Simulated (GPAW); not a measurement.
**STM contrast on 1T-IrSeTe monolayer**

Aim: Tersoff-Hamann images of 1T-IrSeTe monolayer at several biases.

Method: GPAW, PAW setups; layer in a repeated cell with vacuum, relaxation of atoms and in-plane cell, in the first sound run; inputs show where later runs differ, in GPAW 26.7.0.

### 1. The starting structure

The cell holds 3 atoms: 1 Te, 1 Ir and 1 Se. Its edges and angles: a = 3.685 Å, b = 3.685 Å, c = 20.903 Å, α = 90.0°, β = 90.0°, γ = 120.0°. Vacuum lies along c.

Coordinates:

```
Te Ir Se
1.0
     3.68531    0.00000    0.00000
    -1.84265    3.19157    0.00000
     0.00000    0.00000   20.90280
Te Ir Se
1 1 1
Cartesian
  1.8427 1.0639 9.0000
  0.0000 0.0000 10.6113
  0.0000 2.1277 11.9028
```

### 2. Relaxing the atoms

The atoms are relaxed first, since the surface dipole, and with it the work function, follows the positions of the outer layers.

The input, run.py:

```python
import json
import numpy as np
from ase import Atoms
from ase.filters import FrechetCellFilter
from ase.optimize import BFGS
from gpaw import GPAW, PW

slab = Atoms(
    ['Te', 'Ir', 'Se'],
    positions=[
        [1.84265, 1.06386, 9.00000],
        [0.00000, 0.00000, 10.61133],
        [-0.00000, 2.12771, 11.90283]],
    cell=[[3.68531, 0.0, 0.0], [-1.84265, 3.19157, 0.0], [0.0, 0.0, 20.9028]],
    pbc=[True, True, True])

slab.calc = GPAW(mode=PW(600), xc='PBE', kpts={'size': (9, 9, 1), 'gamma': True},
                 occupations={'name': 'fermi-dirac', 'width': 0.05}, nbands='160%',
                 convergence={'density': 1e-05}, maxiter=200,
                 symmetry={'tolerance': 1e-3}, txt='slab.txt')
result = {}
# The in-plane cell is free; stress needs a cell that repeats along all three vectors
path = []
opt = BFGS(FrechetCellFilter(slab, mask=[1, 1, 0, 0, 0, 1]), maxstep=0.2)
opt.attach(lambda: path.append((slab.get_potential_energy(), slab.positions.tolist(), slab.get_forces().tolist())))
result['relaxed'] = bool(opt.run(fmax=0.02, steps=45))
result['path'] = path
result['cell'] = slab.cell.tolist()
print('in-plane lattice', slab.cell.cellpar().round(4)[[0, 1, 5]])
energy = slab.get_potential_energy()
fermi = slab.calc.get_fermi_level()
v = slab.calc.get_electrostatic_potential().mean((0, 1)) - fermi
n = slab.calc.get_pseudo_density().mean((0, 1))
L = slab.cell[2, 2]
z = np.arange(len(v)) * L / len(v)
low, high = slab.positions[:, 2].min(), slab.positions[:, 2].max()
below, above = np.interp([low - 6.8, high + 6.8], z, v)
slopes = [np.interp(x, z, np.gradient(v, z)) for x in (low - 6.8, high + 6.8)]
eps = np.array([[slab.calc.get_eigenvalues(k, s) for k in range(len(slab.calc.get_ibz_k_points()))]
                for s in range(slab.calc.get_number_of_spins())]) - fermi
top, bottom = eps[eps < 0].max(), eps[eps > 0].min()
dipole = slab.get_dipole_moment()[2]
print(f'energy {energy:.4f} eV, Fermi level {fermi:.4f} eV, dipole {dipole:.5f} e A')
print(f'potential 6.8 A off the faces, from the Fermi level: lower {below:.4f} eV, upper {above:.4f} eV')
print(f'slope of the potential there: lower {slopes[0]:.5f}, upper {slopes[1]:.5f} eV/A')
print(f'nearest levels on the mesh: {top:.4f} and {bottom:.4f} eV')
print('magnetic moment', round(slab.get_magnetic_moment(), 3))
result.update(energy=energy, fermi=fermi, dipole=dipole, below=below, above=above, slopes=slopes, edges=[top, bottom],
              z=z.tolist(), v=v.tolist(), n=n.tolist(), positions=slab.positions.tolist(),
              forces=slab.get_forces(apply_constraint=False).tolist(), moments=slab.get_magnetic_moments().tolist())
json.dump(result, open('result.json', 'w'))
```

Command:

```sh
> OMP_NUM_THREADS=1 OPENBLAS_NUM_THREADS=1 python run.py
```

Output:

```text
Step          Energy          fmax
BFGS:    0      -16.537678        0.397202
BFGS:    1      -16.543032        0.320701
BFGS:    2      -16.554713        0.233770
BFGS:    3      -16.556432        0.255869
BFGS:    4      -16.565136        0.281056
BFGS:    5      -16.571675        0.281049
BFGS:    6      -16.576054        0.210722
BFGS:    7      -16.577302        0.125821
BFGS:    8      -16.578276        0.046909
BFGS:    9      -16.578435        0.015031
in-plane lattice [  3.812   3.812 120.   ]
energy -16.5646 eV, Fermi level -1.6007 eV, dipole -0.01475 e A
potential 6.8 A off the faces, from the Fermi level: lower 4.8977 eV, upper 4.9437 eV
slope of the potential there: lower -0.00999, upper -0.01006 eV/A
nearest levels on the mesh: -0.0105 and 0.0390 eV
magnetic moment 0.0
```

Wall time 8.6 min (1 thread of Arm Neoverse V1, shared host); peak memory 0.4 GiB.

This step gave:

| Quantity | Value |
| --- | --- |
| dipole along the normal | -0.01475 e·Å |
| levels nearest the Fermi level on the mesh | -0.01050, 0.03896 eV from the Fermi level |

The electrostatic potential energy of an electron (without an applied field's), less the Fermi level, planar mean by z:

```
z (Å)  electrostatic potential energy of an electron (without an applied field's), less the Fermi level, planar mean (eV)
  0.0                                                                                                                4.92
  0.5                                                                                                                4.92
  1.0                                                                                                                4.91
  1.5                                                                                                                4.91
  2.0                                                                                                                4.90
  2.5                                                                                                                4.90
  3.0                                                                                                                4.89
  3.5                                                                                                                4.89
  4.0                                                                                                                4.88
  4.5                                                                                                                4.88
  5.0                                                                                                                4.87
  5.5                                                                                                                4.86
  6.0                                                                                                                4.85
  6.5                                                                                                                4.81
  7.0                                                                                                                4.66
  7.5                                                                                                                4.11
  8.0                                                                                                                2.02
  8.5                                                                                                               -5.16
  9.0                                                                                                               -16.9
  9.5                                                                                                               -11.1
 10.0                                                                                                               -6.79
 10.5                                                                                                               -13.9
 11.0                                                                                                               -11.3
 11.5                                                                                                               -12.0
 12.0                                                                                                               -11.8
 12.5                                                                                                             -0.0248
 13.0                                                                                                                3.85
 13.5                                                                                                                4.74
 14.0                                                                                                                4.93
 14.5                                                                                                                4.97
 15.0                                                                                                                4.98
 15.5                                                                                                                4.97
 16.0                                                                                                                4.97
 16.5                                                                                                                4.96
 17.0                                                                                                                4.96
 17.5                                                                                                                4.95
 18.0                                                                                                                4.95
 18.5                                                                                                                4.94
 19.0                                                                                                                4.94
 19.5                                                                                                                4.93
 20.0                                                                                                                4.93
 20.5                                                                                                                4.92
```

The pseudo valence density, planar mean by z:

z (Å), pseudo valence density, planar mean (e/Å³) and a bar:
```
      5.0       0.00 
      5.5       0.00 
      6.0       0.00 
      6.5       0.00 
      7.0       0.01 
      7.5       0.03 #
      8.0       0.11 ###
      8.5       0.25 ######
      9.0       0.12 ###
      9.5       0.33 #########
     10.0       0.50 #############
     10.5       1.15 ##############################
     11.0       0.82 #####################
     11.5       0.44 ############
     12.0       0.27 #######
     12.5       0.21 #####
     13.0       0.06 ##
     13.5       0.01 
     14.0       0.00 
     14.5       0.00 
     15.0       0.00 
     15.5       0.00
```

The relaxation lowered the energy of the cell by 0.0397 eV (energies extrapolated to zero smearing; the optimiser's log prints free energies). The largest force left on a free atom is 0.014 eV/Å.

(Continued in part 2 of 2.)

[Logs are printed without paths, hosts, clocks, repeated set-up lines and the standing remarks that a program may print on its own settings, such as how far it seeks lower states.]

[Hosts, paths, dates, database ids (printed as entryN), source tags and the programs' standing remarks are cut or masked in the printed files.]
